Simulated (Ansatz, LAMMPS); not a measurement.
# A frame of liquid 52SiO2-48Li2O (mol %) from 2790 K (69 atoms): geometry optimisation, part 2 of 3

Aim: bring a frame of liquid 52SiO2-48Li2O (mol %) from 2790 K (69 atoms) to a nearby minimum of the energy and see what moves.

Ansatz 0.2.0; Kohn-Sham DFT, revPBE, PAW (set soft_2), plane waves.

The cell: 12 Si, 22 Li and 35 O. The network of bonds at the start is that of the classical potential that made the cell. The Brillouin zone is sampled at Γ only, in a cell whose shortest periodic width is 9 Å.

So far. Step 3 (Single point at the start): The r.m.s. force component of 2.9 eV/Å and the pressure of 14 GPa set the starting point.

## (4) Relaxation

With the cell held, the atoms are moved downhill towards a nearby minimum.

The input, input.yaml:

```yaml
crystal:
  lattice:
    - [9.0778, 0.0, 0.0]
    - [0.0, 9.0778, 0.0]
    - [0.0, 0.0, 9.0778]
  atoms:
    [... the 69 atom lines of step 3 ...]
kpoints:
  mp_grid: { grid: [1, 1, 1] }
hamiltonian:
  xc: revpbe
scf:
  occupations: { method: gaussian, width: 0.025 }
output:
  forces: true
relax:
  f_tol: 0.03
  max_steps: 200
```

Started as:

```sh
> ansatz run input.yaml --threads 4 --pin off --max-ram 8192MiB --backend cpu --events-out ev --progress --plain --runs-dir out
```

Numbers of over 12 decimals in the logs are rounded to 6 here.

What it wrote:

```text
[...]
Crystal: 69 atoms, lattice volume = 748.069 Å³
Basis set: ecut = 420 eV, 14771 PW (Γ), exchange–correlation on 128×128×128 points (8 copies of the dense FFT grid, shifted against one another)
Bands: 231, of which v1, the nominal top of the filled ones, is band 162 counted from 1 (161 counted from 0)
Symmetry: 1 space group operations
[...]
k-points: 1
[...]
SCF iter   1: F=—  HF=-32120.001039 eV  |F-HF|=—  |Δ(HF+E_count)|=         —  Δρ=5.93e-3  dr2=3.95e-1  ethr=1.77e-3  ⟨swp⟩=6.0  Hψ=1092  notcnv=0  defer=32
[...]
SCF iter   7: F=-32119.914757 eV  HF=-32119.914741 eV  |F-HF|=1.65e-5  |Δ(HF+E_count)|=   3.00e-5  Δρ=4.46e-5  dr2=1.63e-5  ethr=6.94e-9  ⟨swp⟩=3.0  Hψ=700  notcnv=0
SCF 1 converged in 7 iterations: F = -32119.914757 eV  dr2 = 1.63e-5
[...]
relax step   1: F+E_penalty+E_count = -32119.91475731 eV  Δ(F+E_penalty+E_count) = +0.000e0 eV  max|allowed force component| = 1.254e1 eV/Å  Δτ_max = 0.0000 Å  (7 SCF iters, dr2 threshold 2.25e-5 eV, accepted)
[...]
relax step   2: F+E_penalty+E_count = -32131.68892525 eV  Δ(F+E_penalty+E_count) = -1.177e1 eV  max|allowed force component| = 5.865e0 eV/Å  Δτ_max = 0.1989 Å  (8 SCF iters, dr2 threshold 1.00e-4 eV, accepted)
[...]
relax step   3: F+E_penalty+E_count = -32139.57708518 eV  Δ(F+E_penalty+E_count) = -7.888e0 eV  max|allowed force component| = 1.870e0 eV/Å  Δτ_max = 0.1949 Å  (8 SCF iters, dr2 threshold 1.00e-4 eV, accepted)
relax step   4: F+E_penalty+E_count = -32143.11026463 eV  Δ(F+E_penalty+E_count) = -3.533e0 eV  max|allowed force component| = 9.737e-1 eV/Å  Δτ_max = 0.1950 Å  (8 SCF iters, dr2 threshold 1.00e-4 eV, accepted)
relax step   5: F+E_penalty+E_count = -32144.81111019 eV  Δ(F+E_penalty+E_count) = -1.701e0 eV  max|allowed force component| = 9.244e-1 eV/Å  Δτ_max = 0.1951 Å  (7 SCF iters, dr2 threshold 9.64e-5 eV, accepted)
relax step   6: F+E_penalty+E_count = -32146.05865117 eV  Δ(F+E_penalty+E_count) = -1.248e0 eV  max|allowed force component| = 7.479e-1 eV/Å  Δτ_max = 0.1950 Å  (6 SCF iters, dr2 threshold 1.00e-4 eV, accepted)
relax step   7: F+E_penalty+E_count = -32147.20529213 eV  Δ(F+E_penalty+E_count) = -1.147e0 eV  max|allowed force component| = 5.447e-1 eV/Å  Δτ_max = 0.2000 Å  (6 SCF iters, dr2 threshold 1.00e-4 eV, accepted)
relax step   8: F+E_penalty+E_count = -32148.19900839 eV  Δ(F+E_penalty+E_count) = -9.937e-1 eV  max|allowed force component| = 6.535e-1 eV/Å  Δτ_max = 0.1945 Å  (6 SCF iters, dr2 threshold 1.00e-4 eV, accepted)
relax step   9: F+E_penalty+E_count = -32148.84348070 eV  Δ(F+E_penalty+E_count) = -6.445e-1 eV  max|allowed force component| = 7.018e-1 eV/Å  Δτ_max = 0.2000 Å  (6 SCF iters, dr2 threshold 1.00e-4 eV, accepted)
relax step  10: F+E_penalty+E_count = -32149.32445369 eV  Δ(F+E_penalty+E_count) = -4.810e-1 eV  max|allowed force component| = 5.372e-1 eV/Å  Δτ_max = 0.1948 Å  (6 SCF iters, dr2 threshold 1.00e-4 eV, accepted)
relax step  11: F+E_penalty+E_count = -32149.69523885 eV  Δ(F+E_penalty+E_count) = -3.708e-1 eV  max|allowed force component| = 5.784e-1 eV/Å  Δτ_max = 0.2000 Å  (6 SCF iters, dr2 threshold 1.00e-4 eV, accepted)
relax step  12: F+E_penalty+E_count = -32149.98391757 eV  Δ(F+E_penalty+E_count) = -2.887e-1 eV  max|allowed force component| = 5.315e-1 eV/Å  Δτ_max = 0.1952 Å  (6 SCF iters, dr2 threshold 1.00e-4 eV, accepted)
relax step  13: F+E_penalty+E_count = -32150.20676455 eV  Δ(F+E_penalty+E_count) = -2.228e-1 eV  max|allowed force component| = 4.514e-1 eV/Å  Δτ_max = 0.1946 Å  (6 SCF iters, dr2 threshold 1.00e-4 eV, accepted)
relax step  14: F+E_penalty+E_count = -32150.37111374 eV  Δ(F+E_penalty+E_count) = -1.643e-1 eV  max|allowed force component| = 4.314e-1 eV/Å  Δτ_max = 0.2000 Å  (6 SCF iters, dr2 threshold 1.00e-4 eV, accepted)
relax step  15: F+E_penalty+E_count = -32150.48998598 eV  Δ(F+E_penalty+E_count) = -1.189e-1 eV  max|allowed force component| = 2.981e-1 eV/Å  Δτ_max = 0.1950 Å  (6 SCF iters, dr2 threshold 1.00e-4 eV, accepted)
relax step  16: F+E_penalty+E_count = -32150.58686743 eV  Δ(F+E_penalty+E_count) = -9.688e-2 eV  max|allowed force component| = 1.808e-1 eV/Å  Δτ_max = 0.2000 Å  (6 SCF iters, dr2 threshold 4.24e-5 eV, accepted)
relax step  17: F+E_penalty+E_count = -32150.67260038 eV  Δ(F+E_penalty+E_count) = -8.573e-2 eV  max|allowed force component| = 1.932e-1 eV/Å  Δτ_max = 0.1950 Å  (6 SCF iters, dr2 threshold 1.20e-5 eV, accepted)
relax step  18: F+E_penalty+E_count = -32150.73165146 eV  Δ(F+E_penalty+E_count) = -5.905e-2 eV  max|allowed force component| = 1.490e-1 eV/Å  Δτ_max = 0.1950 Å  (6 SCF iters, dr2 threshold 1.37e-5 eV, accepted)
relax step  19: F+E_penalty+E_count = -32150.76881548 eV  Δ(F+E_penalty+E_count) = -3.716e-2 eV  max|allowed force component| = 1.643e-1 eV/Å  Δτ_max = 0.2000 Å  (7 SCF iters, dr2 threshold 1.32e-5 eV, accepted)
relax step  20: F+E_penalty+E_count = -32150.79287666 eV  Δ(F+E_penalty+E_count) = -2.406e-2 eV  max|allowed force component| = 1.389e-1 eV/Å  Δτ_max = 0.1204 Å  (6 SCF iters, dr2 threshold 1.61e-5 eV, accepted)
relax step  21: F+E_penalty+E_count = -32150.82661980 eV  Δ(F+E_penalty+E_count) = -3.374e-2 eV  max|allowed force component| = 2.005e-1 eV/Å  Δτ_max = 0.1916 Å  (6 SCF iters, dr2 threshold 1.38e-5 eV, accepted)
relax step  22: F+E_penalty+E_count = -32150.86834014 eV  Δ(F+E_penalty+E_count) = -4.172e-2 eV  max|allowed force component| = 2.441e-1 eV/Å  Δτ_max = 0.1863 Å  (6 SCF iters, dr2 threshold 2.87e-5 eV, accepted)
relax step  23: F+E_penalty+E_count = -32150.91888765 eV  Δ(F+E_penalty+E_count) = -5.055e-2 eV  max|allowed force component| = 2.672e-1 eV/Å  Δτ_max = 0.1903 Å  (6 SCF iters, dr2 threshold 5.96e-5 eV, accepted)
relax step  24: F+E_penalty+E_count = -32151.01128208 eV  Δ(F+E_penalty+E_count) = -9.239e-2 eV  max|allowed force component| = 2.051e-1 eV/Å  Δτ_max = 0.2000 Å  (6 SCF iters, dr2 threshold 7.14e-5 eV, accepted)
relax step  25: F+E_penalty+E_count = -32151.05103262 eV  Δ(F+E_penalty+E_count) = -3.975e-2 eV  max|allowed force component| = 3.908e-1 eV/Å  Δτ_max = 0.1950 Å  (7 SCF iters, dr2 threshold 2.48e-5 eV, accepted)
relax step  26: F+E_penalty+E_count = -32151.09927181 eV  Δ(F+E_penalty+E_count) = -4.824e-2 eV  max|allowed force component| = 2.622e-1 eV/Å  Δτ_max = 0.0943 Å  (6 SCF iters, dr2 threshold 9.00e-5 eV, accepted)
relax step  27: F+E_penalty+E_count = -32151.20921851 eV  Δ(F+E_penalty+E_count) = -1.099e-1 eV  max|allowed force component| = 2.859e-1 eV/Å  Δτ_max = 0.2000 Å  (6 SCF iters, dr2 threshold 3.09e-5 eV, accepted)
relax step  28: F+E_penalty+E_count = -32151.20195425 eV  Δ(F+E_penalty+E_count) = +7.264e-3 eV  max|allowed force component| = 3.735e-1 eV/Å  Δτ_max = 0.1376 Å  (6 SCF iters, dr2 threshold 3.68e-5 eV, rejected (line search))
relax step  29: F+E_penalty+E_count = -32151.23431956 eV  Δ(F+E_penalty+E_count) = -2.510e-2 eV  max|allowed force component| = 8.359e-2 eV/Å  Δτ_max = 0.0672 Å  (9 SCF iters, accepted)
relax step  30: F+E_penalty+E_count = -32151.24383518 eV  Δ(F+E_penalty+E_count) = -9.516e-3 eV  max|allowed force component| = 6.069e-2 eV/Å  Δτ_max = 0.1000 Å  (8 SCF iters, accepted)
relax step  31: F+E_penalty+E_count = -32151.24862077 eV  Δ(F+E_penalty+E_count) = -4.786e-3 eV  max|allowed force component| = 9.235e-2 eV/Å  Δτ_max = 0.1329 Å  (9 SCF iters, accepted)
relax step  32: F+E_penalty+E_count = -32151.24890945 eV  Δ(F+E_penalty+E_count) = -2.887e-4 eV  max|allowed force component| = 1.029e-1 eV/Å  Δτ_max = 0.2000 Å  (7 SCF iters, dr2 threshold 4.50e-6 eV, accepted)
relax step  33: F+E_penalty+E_count = -32151.24492448 eV  Δ(F+E_penalty+E_count) = +3.985e-3 eV  max|allowed force component| = 6.956e-2 eV/Å  Δτ_max = 0.0520 Å  (6 SCF iters, dr2 threshold 1.06e-5 eV, rejected (line search))
relax step  34: F+E_penalty+E_count = -32151.25340008 eV  Δ(F+E_penalty+E_count) = -4.491e-3 eV  max|allowed force component| = 4.838e-2 eV/Å  Δτ_max = 0.0253 Å  (8 SCF iters, accepted)
relax step  35: F+E_penalty+E_count = -32151.25094967 eV  Δ(F+E_penalty+E_count) = +2.450e-3 eV  max|allowed force component| = 7.501e-2 eV/Å  Δτ_max = 0.1000 Å  (9 SCF iters, rejected (line search))
[...]
relax step  36: F+E_penalty+E_count = -32151.25490416 eV  Δ(F+E_penalty+E_count) = -1.504e-3 eV  max|allowed force component| = 2.810e-2 eV/Å  Δτ_max = 0.0488 Å  (9 SCF iters, accepted)
SCF converged after 9 iterations
Free energy (F): -32151.254904 eV
[...]
Internal energy: -32151.254904 eV  (E = F + TS)
E sigma→0 (E₀):  -32151.254904 eV
Fermi energy:    5.724371 eV
[...]
--- Forces (eV/Å), atoms counted from 1 ---
  atom   1  Si    -0.00254449    -0.00064468    -0.00033813
  atom   2  Si    -0.01144899    -0.00176247     0.00272841
  atom   3  Si     0.00228840    -0.00251971     0.00959962
  atom   4  Si    -0.00258562    -0.00378401    -0.00518605
  atom   5  Si    -0.01113366    -0.00704417     0.00172722
  atom   6  Si    -0.01254760    -0.00242853     0.00507440
  atom   7  Si     0.00947683    -0.01104307    -0.00208159
  atom   8  Si     0.00803162     0.00060783     0.00867873
  atom   9  Si     0.00467839    -0.00258736     0.00134000
  atom  10  Si    -0.00799911    -0.00003382     0.00339259
  atom  11  Si     0.00169189    -0.00707300     0.01266333
  atom  12  Si     0.00657280     0.00189948    -0.00414195
  atom  13  Li     0.00933765     0.00024337    -0.00451065
  atom  14  Li    -0.00004901    -0.00547439     0.00105089
[...]
atom  68  O     -0.00100814     0.00476904     0.00244622
  atom  69  O     -0.00463778    -0.00098034    -0.00081236
  max |Σ_I F_I| component: 6.19e-5 eV/Å
--- Relaxed structure (36 steps of the walk, 33 accepted, 0 SCFs on fresh bases) ---
  F+E_penalty+E_count = -32151.25490416 eV   max|allowed force component| = 2.810e-2 eV/Å
  atoms:
    - { symbol: Si, position: [0.429702, 0.763640, 0.639547] }
    - { symbol: Si, position: [0.412437, 0.942313, 0.940984] }
    - { symbol: Si, position: [0.745512, 0.818067, 0.986712] }
    - { symbol: Si, position: [0.934993, 0.667139, 0.255493] }
[...]
- { symbol: O, position: [0.285454, 0.874382, 0.040882] }
```

It took 54 s on 4 threads of AMD EPYC 9R45, shared host; peak memory 0.91 GiB; 3.1 min of CPU time.

The steps of the relaxation (22 of 36):

```
step  energy less that of the first step (eV)  largest force component (eV/Å)
   1                                   0.0000                         12.5360
   3                                 -19.6623                          1.8702
   4                                 -23.1955                          0.9737
   6                                 -26.1439                          0.7479
   8                                 -28.2843                          0.6535
   9                                 -28.9287                          0.7018
  11                                 -29.7805                          0.5784
  13                                 -30.2920                          0.4514
  14                                 -30.4564                          0.4314
  16                                 -30.6721                          0.1808
  18                                 -30.8169                          0.1490
  19                                 -30.8541                          0.1643
  21                                 -30.9119                          0.2005
  23                                 -31.0041                          0.2672
  24                                 -31.0965                          0.2051
  26                                 -31.1845                          0.2622
  28                                 -31.2872                          0.3735
  29                                 -31.3196                          0.0836
  31                                 -31.3339                          0.0924
  33                                 -31.3302                          0.0696
  34                                 -31.3386                          0.0484
  36                                 -31.3401                          0.0281
```

Relaxation steps 28, 33, 35 were tried and not accepted.

The atoms that moved most (Å):

```
atom      dx      dy      dz  length
Li34   0.222  -0.201  -1.887   1.910
Li19  -0.442   0.536  -1.539   1.689
Li33  -0.362  -1.376   0.868   1.667
Li21  -0.350   0.199  -1.537   1.589
Li31  -0.761   0.809  -0.899   1.429
Li29   0.639  -1.045   0.724   1.423
Li30  -0.010   0.765   1.012   1.269
 O53  -0.477   0.844   0.612   1.146
```

The relaxation changed the energy by -454 meV/atom, and atoms moved by 0.77 Å r.m.s., 1.9 Å at most.

## (5) Local order after relaxation

Bonds before and after, by the cutoffs listed below:

```
pair  bonds before  bonds after  mean before (Å)  mean after (Å)  spread before (Å)  spread after (Å)
O-Li            81           88            2.140           2.049              0.229             0.153
O-Si            48           49            1.642           1.671              0.162             0.079
```

Density 2.33 g/cm³, 10.84 Å³ an atom.

g(r), total and by pair (bins of 0.2 Å):

```
r (Å)  total   O-O  O-Li  O-Si  Li-Li  Li-Si  Si-Si
 1.50   0.35  0.00  0.00  2.00   0.00   0.00   0.00
 1.70   1.64  0.00  0.00  9.28   0.00   0.00   0.00
 1.90   1.64  0.00  4.37  1.25   0.00   0.00   0.00
 2.10   0.95  0.00  2.84  0.00   0.26   0.00   0.00
 2.30   0.36  0.17  0.82  0.00   0.45   0.00   0.00
 2.50   0.52  0.60  0.19  0.00   2.21   0.54   0.68
 2.70   1.61  3.85  0.31  0.00   2.38   2.46   0.00
 2.90   1.06  1.58  0.69  0.08   0.92   2.65   0.97
 3.10   0.94  1.11  0.71  0.29   0.77   1.98   2.56
 3.30   1.10  1.31  0.74  1.17   1.04   1.34   1.95
 3.50   1.08  0.95  0.89  1.45   0.90   1.75   0.35
 3.70   0.97  0.93  1.12  1.25   1.27   0.08   0.29
 3.90   0.88  0.48  0.89  1.38   0.97   0.89   0.82
 4.10   0.94  0.32  1.26  1.64   0.74   0.53   0.98
 4.30   1.20  0.76  1.71  1.62   0.60   0.49   1.35
```

Bonds by pair of elements; cutoffs follow the first minimum of g(r), held within bounds set by covalent radii, and pairs that aren't listed don't count as bonded (cutoffs were set anew for this text, so counts can differ from the run's own analysis):

```
pair A-B  cutoff (Å)  bonds  mean length (Å)  spread (Å)  shortest (Å)  B about A  A about B
    O-Li        2.58     88             2.05       0.153          1.83       2.51          4
    O-Si        2.16     49             1.67       0.079          1.58        1.4       4.08
```

How many atoms have how many bonded neighbours:

```
element  mean  2  3   4  5  6
     Li     4  0  7   9  5  1
      O  3.91  2  9  15  8  1
     Si  4.08  0  0  11  1  0
```

Bond angles, per cent of each kind in bins of 5°:

```
angle (°)  O-Li-O  Li-O-Si  Li-O-Li  O-Si-O  Si-O-Si
    60–65     0.0      0.0      1.0     0.0      0.0
    65–70     1.4      0.0      3.1     0.0      0.0
    70–75     5.0      1.0     12.4     0.0      0.0
    75–80     5.7      2.0     15.5     0.0      0.0
    80–85     2.1      8.9     13.4     2.6      0.0
    85–90     8.6      5.0      5.1     4.0      0.0
    90–95     9.3      7.9      7.2     1.3     12.5
   95–100    11.4     11.9      4.1     4.0      0.0
  100–105    10.0      7.9      1.0    18.4      0.0
  105–110     9.3      6.9      5.1    25.0      0.0
  110–115     9.3     11.9      7.2    21.1      6.2
  115–120     2.1      7.9      6.2    15.8     12.5
  120–125     7.1      6.9      2.1     5.3      6.2
  125–130     1.4      3.0      2.1     1.3     12.5
  130–135     1.4      4.0      1.0     0.0      0.0
  135–140     1.4      1.0      1.0     0.0     12.5
  140–145     5.0      2.0      3.1     0.0      6.2
  145–150     3.6      2.0      2.1     0.0      6.2
  150–155     1.4      3.0      3.1     0.0     18.8
  155–160     0.0      2.0      3.1     0.0      0.0
  160–165     1.4      3.0      1.0     1.3      0.0
  165–170     1.4      2.0      0.0     0.0      0.0
  170–175     0.7      0.0      0.0     0.0      0.0
  175–180     0.7      0.0      0.0     0.0      6.2
```

Bond angles (no mean is given where the spread exceeds 20°):

```
  angle  count  mean (°)  spread (°)
 O-Li-O    140         -           -
Li-O-Si    101         -           -
Li-O-Li     97         -           -
 O-Si-O     76       109        10.7
Si-O-Si     16         -           -
```

Oxygen atoms by the number of network formers (Si, P, Ge, B, Al, As, Ga) bound to them:

```
network formers bound to O  O atoms  per cent
                         0        1       2.9
                         1       20      57.1
                         2       13      37.1
                         3        1       2.9
```

Network units: each former by its oxygen neighbours and how many of them bridge to another former:

```
former  O neighbours  bridging O  atoms
    Si             4           1      3
    Si             4           2      2
    Si             4           3      5
    Si             4           4      1
    Si             5           3      1
```

Bond length by coordination (bonds to H left out):

```
element  coordination  atoms  mean bond length (Å)
     Li             3      7                  1.96
     Li             4      9                  2.02
     Li             5      5                  2.12
     Li             6      1                  2.21
      O             2      2                  1.64
      O             3      9                  1.83
      O             4     15                  1.91
      O             5      8                  2.00
      O             6      1                  1.98
     Si             4     11                  1.66
     Si             5      1                  1.78
```

Rings of the network by King's shortest-path rule, up to 12 atoms, one path for each pair of neighbours; H, halogens, alkali and alkaline-earth atoms are left out, and the last column divides by all other atoms, bonded or not:

```
ring size (atoms)  rings  per network atom
                4      1             0.021
```

First main peaks of g(r), for some of the pairs, lie near 2.7 Å (O-O), 2.0 Å (O-Li), 1.6 Å (O-Si), 2.7 Å (Li-Li), 2.9 Å (Li-Si) and 3.2 Å (Si-Si). With the cutoffs above, 41 % of Li atoms have 4, 43 % of O atoms have 4 and 92 % of Si atoms have 4 bonded neighbours. 37 % of the oxygens bridge two formers (Si) and 57 % are non-bridging; 3 % join three; 3 % join none. The commonest Si unit has 4 oxygens, 3 of them shared with other formers (5 of 12 atoms). All rings counted have 4 atoms.

[end of part 2 of 3]

[Logs are printed without paths, hosts, clocks, repeated set-up lines and the standing remarks that a program may print on its own settings, such as how far it seeks lower states.]

[Hosts, paths, dates, database ids (printed as entryN), source tags and the programs' standing remarks are cut or masked in the printed files.]
